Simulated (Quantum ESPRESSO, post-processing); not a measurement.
# Li(110), 5 layers: vacuum convergence, part 2 of 2

Which setting serves for Li(110), 5 layers? The runs below step through one kind of setting.

Quantum ESPRESSO 7.5; plane-wave DFT, PBE, GBRV ultrasoft pseudopotentials.

So far. Step 3 (Electrostatic potential): Inside the slab this potential holds the local part of the pseudopotentials, which can be repulsive at the nuclei; only its value in the vacuum has a meaning of its own. Step 5 (Electrostatic potential): Counted from each run's own zero (the Fermi level), the vacuum level differs from the first run's by -0 meV.

## Step 6: Ground state: 14 Å of vacuum

File c4.in:

```
&control
  prefix = 'c4'
  outdir = './out'
  pseudo_dir = './pseudo'
  calculation = 'scf'
  tprnfor = .true.
/
&system
  ibrav = 0
  nat = 5
  ntyp = 1
  ecutwfc = 40
  ecutrho = 200
  occupations = 'smearing'
  smearing = 'mv'
  degauss = 0.02
/
&electrons
  conv_thr = 1e-07
  mixing_beta = 0.4
  electron_maxstep = 120
  mixing_mode = 'local-TF'
/
ATOMIC_SPECIES
  Li  6.9400  li_pbe_v1.4.uspp.F.UPF
CELL_PARAMETERS angstrom
  2.46780266634105 -1.74500000000000 0.00000000000000
  2.46780266634105 1.74500000000000 0.00000000000000
  0.00000000000000 0.00000000000000 23.87121066536420
ATOMIC_POSITIONS crystal
  Li  0.000000000000 0.000000000000 0.293240259077
  Li  0.500000000000 0.500000000000 0.396620129539
  Li  0.000000000000 0.000000000000 0.500000000000
  Li  0.500000000000 0.500000000000 0.603379870461
  Li  0.000000000000 0.000000000000 0.706759740923
K_POINTS automatic
  8 8 1 0 0 0
```

Launch:

```
OMP_NUM_THREADS=1 mpirun -n 4 pw.x -nk 4 -in c4.in > c4.out
```

The program printed:

```text
[banner, memory and clock lines left out]
Program PWSCF v.7.5 starts
[...]
Message from routine setup:
[...]
number of electrons       =        15.00
     number of Kohn-Sham states=           12
     kinetic-energy cutoff     =      40.0000  Ry
     charge density cutoff     =     200.0000  Ry
[...]
number of k points=    21  Marzari-Vanderbilt smearing, width (Ry)=  0.0200
[...]
Dense  grid:    66257 G-vectors     FFT dimensions: (  25,  25, 216)
[...]
negative rho (up, down):  6.590E-05 0.000E+00
     Starting wfcs are   25 randomized atomic wfcs
[...]
negative rho (up, down):  5.651E-05 0.000E+00
[...]
estimated scf accuracy    <       0.95207960 Ry
[...]
negative rho (up, down):  2.027E-03 0.000E+00
[...]
estimated scf accuracy    <       0.47227788 Ry
[...]
negative rho (up, down):  1.084E-02 0.000E+00
[...]
estimated scf accuracy    <       0.07407633 Ry
[...]
negative rho (up, down):  1.014E-02 0.000E+00
[...]
estimated scf accuracy    <       0.00354342 Ry
[...]
negative rho (up, down):  8.215E-03 0.000E+00
[...]
estimated scf accuracy    <       0.00141092 Ry
[...]
negative rho (up, down):  7.060E-03 0.000E+00
[...]
estimated scf accuracy    <       0.00025238 Ry
[...]
negative rho (up, down):  1.766E-03 0.000E+00
[...]
estimated scf accuracy    <       0.00015652 Ry
[...]
negative rho (up, down):  1.438E-03 0.000E+00
[...]
estimated scf accuracy    <       0.00006098 Ry
[...]
negative rho (up, down):  5.187E-05 0.000E+00
[...]
estimated scf accuracy    <       0.00001745 Ry
[...]
negative rho (up, down):  5.075E-05 0.000E+00
[...]
estimated scf accuracy    <       0.00000086 Ry
[...]
negative rho (up, down):  2.509E-05 0.000E+00
[...]
estimated scf accuracy    <       0.00000055 Ry
[...]
negative rho (up, down):  9.291E-07 0.000E+00
[...]
estimated scf accuracy    <       0.00000017 Ry
[...]
negative rho (up, down):  8.394E-07 0.000E+00
[...]
the Fermi energy is    -1.0257 ev
!    total energy              =     -72.32045621 Ry
     estimated scf accuracy    <          3.7E-09 Ry
     smearing contrib. (-TS)   =      -0.00065252 Ry
     internal energy E=F+TS    =     -72.31980370 Ry
[...]
one-electron contribution =    -215.26274091 Ry
     hartree contribution      =     100.42923549 Ry
     xc contribution           =     -16.80444360 Ry
     ewald contribution        =      59.31814531 Ry
     convergence has been achieved in  13 iterations
[...]
Total force =     0.005927     Total SCF correction =     0.000046
[...]
```

Run time: 15 s. Hardware: 4 MPI ranks of Arm Neoverse V1, shared host; peak memory 0.38 GiB; 60 s of CPU time.

Read from the output:

| Quantity | Value |
| --- | --- |
| Fermi energy | -1.026 eV |

The program's own clock; routines nest. Time by routine:

| routine | wall time (s) | calls |
| --- | --- | --- |
| PWSCF | 14.54 | 1 |
| electrons | 13.7 | 1 |
| c_bands | 7.43 | 13 |
| cegterg | 6.7 | 78 |
| h_psi | 5.86 | 403 |
| fftw | 5.56 | 5968 |
| vloc_psi | 5.12 | 403 |
| mix_rho | 4.04 | 13 |
| ffts | 2.58 | 1503 |
| sum_band | 1.39 | 13 |
| v_of_rho | 0.67 | 14 |
| init_run | 0.66 | 1 |
| calbec | 0.5 | 505 |
| wfcinit | 0.44 | 1 |

## Step 7: Electrostatic potential

File c4.pot.in:

```
&inputpp
  prefix = 'c4'
  outdir = './out'
  filplot = 'c4.pot.dat'
  plot_num = 11
/
```

Launch:

```
OMP_NUM_THREADS=1 mpirun -n 4 pp.x -in c4.pot.in > c4.pot.out
```

Elapsed: 0.75 s, on 4 MPI ranks; peak memory 0.1 GiB; 2.6 s of CPU time.

This step gave:

```
potential in the middle of the vacuum, over the Fermi level : 3.253 eV
```

Counted from each run's own zero (the Fermi level), the vacuum level differs from the first run's by +1 meV.

## Step 8: Ground state: 12 Å of vacuum

File c6.in:

```
&control
  prefix = 'c6'
  outdir = './out'
  pseudo_dir = './pseudo'
  calculation = 'scf'
  tprnfor = .true.
/
&system
  ibrav = 0
  nat = 5
  ntyp = 1
  ecutwfc = 40
  ecutrho = 200
  occupations = 'smearing'
  smearing = 'mv'
  degauss = 0.02
/
&electrons
  conv_thr = 1e-07
  mixing_beta = 0.4
  electron_maxstep = 120
  mixing_mode = 'local-TF'
/
ATOMIC_SPECIES
  Li  6.9400  li_pbe_v1.4.uspp.F.UPF
CELL_PARAMETERS angstrom
  2.46780266634105 -1.74500000000000 0.00000000000000
  2.46780266634105 1.74500000000000 0.00000000000000
  0.00000000000000 0.00000000000000 21.87121066536420
ATOMIC_POSITIONS crystal
  Li  0.000000000000 0.000000000000 0.274333236134
  Li  0.500000000000 0.500000000000 0.387166618067
  Li  0.000000000000 0.000000000000 0.500000000000
  Li  0.500000000000 0.500000000000 0.612833381933
  Li  0.000000000000 0.000000000000 0.725666763866
K_POINTS automatic
  8 8 1 0 0 0
```

Launch:

```
OMP_NUM_THREADS=1 mpirun -n 4 pw.x -nk 4 -in c6.in > c6.out
```

The program printed:

```text
[banner, memory and clock lines left out]
Program PWSCF v.7.5 starts
[...]
Message from routine setup:
[...]
number of electrons       =        15.00
     number of Kohn-Sham states=           12
     kinetic-energy cutoff     =      40.0000  Ry
     charge density cutoff     =     200.0000  Ry
[...]
number of k points=    21  Marzari-Vanderbilt smearing, width (Ry)=  0.0200
[...]
Dense  grid:    60641 G-vectors     FFT dimensions: (  25,  25, 192)
[...]
negative rho (up, down):  3.365E-05 0.000E+00
     Starting wfcs are   25 randomized atomic wfcs
[...]
negative rho (up, down):  6.965E-07 0.000E+00
[...]
estimated scf accuracy    <       0.95192213 Ry
[...]
negative rho (up, down):  7.241E-05 0.000E+00
[...]
estimated scf accuracy    <       0.50814505 Ry
[...]
negative rho (up, down):  1.542E-03 0.000E+00
[...]
estimated scf accuracy    <       0.02473773 Ry
[...]
negative rho (up, down):  1.738E-03 0.000E+00
[...]
estimated scf accuracy    <       0.00337148 Ry
[...]
negative rho (up, down):  8.315E-04 0.000E+00
[...]
estimated scf accuracy    <       0.00018286 Ry
[...]
negative rho (up, down):  3.748E-04 0.000E+00
[...]
estimated scf accuracy    <       0.00014476 Ry
[...]
negative rho (up, down):  8.284E-07 0.000E+00
[...]
estimated scf accuracy    <       0.00001941 Ry
[...]
estimated scf accuracy    <       0.00000397 Ry
[...]
estimated scf accuracy    <       0.00000164 Ry
[...]
estimated scf accuracy    <       0.00000061 Ry
[...]
estimated scf accuracy    <       0.00000013 Ry
[...]
the Fermi energy is    -0.8239 ev
!    total energy              =     -72.32046224 Ry
     estimated scf accuracy    <       0.00000003 Ry
     smearing contrib. (-TS)   =      -0.00064858 Ry
     internal energy E=F+TS    =     -72.31981366 Ry
[...]
one-electron contribution =    -173.79029697 Ry
     hartree contribution      =      79.80492695 Ry
     xc contribution           =     -16.80444637 Ry
     ewald contribution        =      38.47000273 Ry
     convergence has been achieved in  12 iterations
[...]
Total force =     0.006013     Total SCF correction =     0.000059
[...]
```

Run time: 13 s. Hardware: 4 MPI ranks; peak memory 0.35 GiB; 51 s of CPU time.

Numbers from this step:

| Property | Result |
| --- | --- |
| free energy | -983.9700 eV |
| Fermi energy | -0.8239 eV |

The program's own clock; routines nest. Time by routine:

| routine | wall time (s) | calls |
| --- | --- | --- |
| PWSCF | 12.18 | 1 |
| electrons | 11.39 | 1 |
| c_bands | 6.27 | 12 |
| cegterg | 5.77 | 72 |
| h_psi | 5.13 | 324 |
| fftw | 4.92 | 5542 |
| vloc_psi | 4.52 | 324 |
| mix_rho | 3.24 | 12 |
| ffts | 2.03 | 1360 |
| sum_band | 1.21 | 12 |
| init_run | 0.62 | 1 |
| v_of_rho | 0.53 | 13 |
| calbec | 0.43 | 420 |
| wfcinit | 0.41 | 1 |

## Step 9: Potential by pp.x

File c6.pot.in:

```
&inputpp
  prefix = 'c6'
  outdir = './out'
  filplot = 'c6.pot.dat'
  plot_num = 11
/
```

Launch:

```
OMP_NUM_THREADS=1 mpirun -n 4 pp.x -in c6.pot.in > c6.pot.out
```

It took 0.73 s on 4 MPI ranks; peak memory 0.1 GiB; 2.6 s of CPU time.

Numbers from this step:

```
potential in the middle of the vacuum, over the Fermi level : 3.257 eV
```

Counted from each run's own zero (the Fermi level), the vacuum level differs from the first run's by +5 meV.

## Step 10: Self-consistent run: 10 Å of vacuum

File c8.in:

```
&control
  prefix = 'c8'
  outdir = './out'
  pseudo_dir = './pseudo'
  calculation = 'scf'
  tprnfor = .true.
/
&system
  ibrav = 0
  nat = 5
  ntyp = 1
  ecutwfc = 40
  ecutrho = 200
  occupations = 'smearing'
  smearing = 'mv'
  degauss = 0.02
/
&electrons
  conv_thr = 1e-07
  mixing_beta = 0.4
  electron_maxstep = 120
  mixing_mode = 'local-TF'
/
ATOMIC_SPECIES
  Li  6.9400  li_pbe_v1.4.uspp.F.UPF
CELL_PARAMETERS angstrom
  2.46780266634105 -1.74500000000000 0.00000000000000
  2.46780266634105 1.74500000000000 0.00000000000000
  0.00000000000000 0.00000000000000 19.87121066536420
ATOMIC_POSITIONS crystal
  Li  0.000000000000 0.000000000000 0.251620300554
  Li  0.500000000000 0.500000000000 0.375810150277
  Li  0.000000000000 0.000000000000 0.500000000000
  Li  0.500000000000 0.500000000000 0.624189849723
  Li  0.000000000000 0.000000000000 0.748379699446
K_POINTS automatic
  8 8 1 0 0 0
```

Launch:

```
OMP_NUM_THREADS=1 mpirun -n 4 pw.x -nk 4 -in c8.in > c8.out
```

The program printed:

```text
[banner, memory and clock lines left out]
Program PWSCF v.7.5 starts
[...]
Message from routine setup:
[...]
number of electrons       =        15.00
     number of Kohn-Sham states=           12
     kinetic-energy cutoff     =      40.0000  Ry
     charge density cutoff     =     200.0000  Ry
[...]
number of k points=    21  Marzari-Vanderbilt smearing, width (Ry)=  0.0200
[...]
Dense  grid:    55067 G-vectors     FFT dimensions: (  25,  25, 180)
[...]
negative rho (up, down):  5.055E-07 0.000E+00
     Starting wfcs are   25 randomized atomic wfcs
[...]
estimated scf accuracy    <       0.94979194 Ry
[...]
negative rho (up, down):  4.612E-04 0.000E+00
[...]
estimated scf accuracy    <       0.47502853 Ry
[...]
negative rho (up, down):  6.640E-03 0.000E+00
[...]
estimated scf accuracy    <       0.08218914 Ry
[...]
negative rho (up, down):  5.794E-03 0.000E+00
[...]
estimated scf accuracy    <       0.00349227 Ry
[...]
negative rho (up, down):  2.974E-03 0.000E+00
[...]
estimated scf accuracy    <       0.00146934 Ry
[...]
negative rho (up, down):  1.594E-03 0.000E+00
[...]
estimated scf accuracy    <       0.00018315 Ry
[...]
estimated scf accuracy    <       0.00003867 Ry
[...]
estimated scf accuracy    <       0.00003344 Ry
[...]
estimated scf accuracy    <       0.00000122 Ry
[...]
estimated scf accuracy    <       0.00000330 Ry
[...]
the Fermi energy is    -0.5840 ev
!    total energy              =     -72.32049427 Ry
     estimated scf accuracy    <       0.00000004 Ry
     smearing contrib. (-TS)   =      -0.00062111 Ry
     internal energy E=F+TS    =     -72.31987316 Ry
[...]
one-electron contribution =    -135.62302543 Ry
     hartree contribution      =      60.85380317 Ry
     xc contribution           =     -16.80416066 Ry
     ewald contribution        =      19.25350976 Ry
     convergence has been achieved in  11 iterations
[...]
Total force =     0.005908     Total SCF correction =     0.000153
[...]
```

Run time: 9.7 s. Hardware: 4 MPI ranks; peak memory 0.34 GiB; 38 s of CPU time.

Read from the output:

```
free energy  : -983.9705 eV
Fermi energy : -0.584 eV
```

The program's own clock; routines nest. Time by routine:

| routine | wall time (s) | calls |
| --- | --- | --- |
| PWSCF | 9.17 | 1 |
| electrons | 8.44 | 1 |
| c_bands | 5.13 | 11 |
| cegterg | 4.68 | 66 |
| h_psi | 4.14 | 301 |
| fftw | 3.9 | 5128 |
| vloc_psi | 3.62 | 301 |
| mix_rho | 1.78 | 11 |
| ffts | 1.15 | 807 |
| sum_band | 0.96 | 11 |
| init_run | 0.57 | 1 |
| v_of_rho | 0.46 | 12 |
| wfcinit | 0.36 | 1 |
| calbec | 0.36 | 391 |

## Step 11: Potential by pp.x

File c8.pot.in:

```
&inputpp
  prefix = 'c8'
  outdir = './out'
  filplot = 'c8.pot.dat'
  plot_num = 11
/
```

Launch:

```
OMP_NUM_THREADS=1 mpirun -n 4 pp.x -in c8.pot.in > c8.pot.out
```

Elapsed: 0.73 s, on 4 MPI ranks; peak memory 0.1 GiB; 2.6 s of CPU time.

Read from the output:

```
potential in the middle of the vacuum, over the Fermi level : 3.271 eV
```

Counted from each run's own zero (the Fermi level), the vacuum level differs from the first run's by +18 meV.

## Step 12: SCF with pw.x: 8 Å of vacuum

File c10.in:

```
&control
  prefix = 'c10'
  outdir = './out'
  pseudo_dir = './pseudo'
  calculation = 'scf'
  tprnfor = .true.
/
&system
  ibrav = 0
  nat = 5
  ntyp = 1
  ecutwfc = 40
  ecutrho = 200
  occupations = 'smearing'
  smearing = 'mv'
  degauss = 0.02
/
&electrons
  conv_thr = 1e-07
  mixing_beta = 0.4
  electron_maxstep = 120
  mixing_mode = 'local-TF'
/
ATOMIC_SPECIES
  Li  6.9400  li_pbe_v1.4.uspp.F.UPF
CELL_PARAMETERS angstrom
  2.46780266634105 -1.74500000000000 0.00000000000000
  2.46780266634105 1.74500000000000 0.00000000000000
  0.00000000000000 0.00000000000000 17.87121066536420
ATOMIC_POSITIONS crystal
  Li  0.000000000000 0.000000000000 0.223823672324
  Li  0.500000000000 0.500000000000 0.361911836162
  Li  0.000000000000 0.000000000000 0.500000000000
  Li  0.500000000000 0.500000000000 0.638088163838
  Li  0.000000000000 0.000000000000 0.776176327676
K_POINTS automatic
  8 8 1 0 0 0
```

Launch:

```
OMP_NUM_THREADS=1 mpirun -n 4 pw.x -nk 4 -in c10.in > c10.out
```

The program printed:

```text
[banner, memory and clock lines left out]
Program PWSCF v.7.5 starts
[...]
Message from routine setup:
[...]
number of electrons       =        15.00
     number of Kohn-Sham states=           12
     kinetic-energy cutoff     =      40.0000  Ry
     charge density cutoff     =     200.0000  Ry
[...]
number of k points=    21  Marzari-Vanderbilt smearing, width (Ry)=  0.0200
[...]
Dense  grid:    49539 G-vectors     FFT dimensions: (  25,  25, 160)
[...]
Starting wfcs are   25 randomized atomic wfcs
[...]
estimated scf accuracy    <       0.94241903 Ry
[...]
estimated scf accuracy    <       0.47469066 Ry
[...]
negative rho (up, down):  2.557E-04 0.000E+00
[...]
estimated scf accuracy    <       0.07733224 Ry
[...]
negative rho (up, down):  6.218E-06 0.000E+00
[...]
estimated scf accuracy    <       0.00313252 Ry
[...]
estimated scf accuracy    <       0.00136986 Ry
[...]
estimated scf accuracy    <       0.00017015 Ry
[...]
estimated scf accuracy    <       0.00000873 Ry
[...]
estimated scf accuracy    <       0.00002151 Ry
[...]
estimated scf accuracy    <       0.00000055 Ry
[...]
estimated scf accuracy    <       0.00000035 Ry
[...]
the Fermi energy is    -0.3009 ev
!    total energy              =     -72.32062335 Ry
     estimated scf accuracy    <       0.00000002 Ry
     smearing contrib. (-TS)   =      -0.00046512 Ry
     internal energy E=F+TS    =     -72.32015823 Ry
[...]
one-electron contribution =    -101.86703283 Ry
     hartree contribution      =      44.13399650 Ry
     xc contribution           =     -16.80359130 Ry
     ewald contribution        =       2.21646940 Ry
     convergence has been achieved in  11 iterations
[...]
Total force =     0.005539     Total SCF correction =     0.000146
[...]
```

Run time: 8.2 s. Hardware: 4 MPI ranks; peak memory 0.32 GiB; 32 s of CPU time.

Read from the output:

- free energy: -983.9722 eV
- Fermi energy: -0.3009 eV

The program's own clock; routines nest. Time by routine:

| routine | wall time (s) | calls |
| --- | --- | --- |
| PWSCF | 7.68 | 1 |
| electrons | 7.02 | 1 |
| c_bands | 4.47 | 11 |
| cegterg | 4.06 | 66 |
| h_psi | 3.59 | 277 |
| fftw | 3.4 | 5062 |
| vloc_psi | 3.14 | 277 |
| mix_rho | 1.2 | 11 |
| sum_band | 0.84 | 11 |
| ffts | 0.76 | 631 |
| init_run | 0.5 | 1 |
| v_of_rho | 0.41 | 12 |
| wfcinit | 0.32 | 1 |
| calbec | 0.32 | 367 |

## Step 13: Electrostatic potential

File c10.pot.in:

```
&inputpp
  prefix = 'c10'
  outdir = './out'
  filplot = 'c10.pot.dat'
  plot_num = 11
/
```

Launch:

```
OMP_NUM_THREADS=1 mpirun -n 4 pp.x -in c10.pot.in > c10.pot.out
```

Elapsed: 0.71 s, on 4 MPI ranks; peak memory 0.1 GiB; 2.5 s of CPU time.

This step gave:

* potential in the middle of the vacuum, over the Fermi level: 3.314 eV

Counted from each run's own zero (the Fermi level), the vacuum level differs from the first run's by +62 meV.

## Step 14: The series side by side

All levels:

| level | vacuum level over the Fermi level (eV) | its change from the first (meV) | energy from the first (meV an atom) | SCF iterations | wall time (s) | peak memory (GiB) | CPU time (s) |
| --- | --- | --- | --- | --- | --- | --- | --- |
| 24 Å of vacuum | 3.253 | 0 | 0 | 14 | 24.66 | 0.47 | 98.13 |
| 18 Å of vacuum | 3.252 | -0.4433 | 0.006912 | 13 | 17.12 | 0.41 | 68.11 |
| 14 Å of vacuum | 3.253 | 0.8299 | 0.001469 | 13 | 15.09 | 0.38 | 59.96 |
| 12 Å of vacuum | 3.257 | 4.561 | -0.01494 | 12 | 12.73 | 0.35 | 50.55 |
| 10 Å of vacuum | 3.271 | 18.24 | -0.1021 | 11 | 9.72 | 0.34 | 38.43 |
| 8 Å of vacuum | 3.314 | 61.96 | -0.4533 | 11 | 8.22 | 0.32 | 32.48 |

## Step 15: Outcome

| Property | Result |
| --- | --- |
| vacuum level over the Fermi level, 24 Å of vacuum | 3.253 eV |
| cheapest step of the main series that, with all steps before it, keeps the vacuum level within 20 meV of the first | 10 Å of vacuum: +18 meV, 38 s of CPU time against 98 s |
| setting with the largest shift of the level | 8 Å of vacuum: +62 meV |

In words: The cheapest step of the main series that, with all steps before it, keeps the vacuum level within 20 meV of the first is 10 Å of vacuum: +18 meV, 38 s of CPU time against 98 s. Over the series the energy moves by up to 0.453 meV an atom and the vacuum level by up to 62 meV. The level is read in the middle of the vacuum, where a short gap still holds the tails of both faces. The times come from a shared host and are rough. Peak memory is sampled during the run and can miss the peak. The geometry is as built, not relaxed.

[Logs are printed without paths, hosts, clocks, repeated set-up lines and the standing remarks that a program may print on its own settings, such as how far it seeks lower states.]

[Hosts, paths, dates, database ids (printed as entryN), source tags and the programs' standing remarks are cut or masked in the printed files.]

[Maps of the electrostatic potential energy from Ansatz leave out the sawtooth potential of an applied field or a dipole correction, so their vacuum need not be flat; planar profiles and work functions include it.]
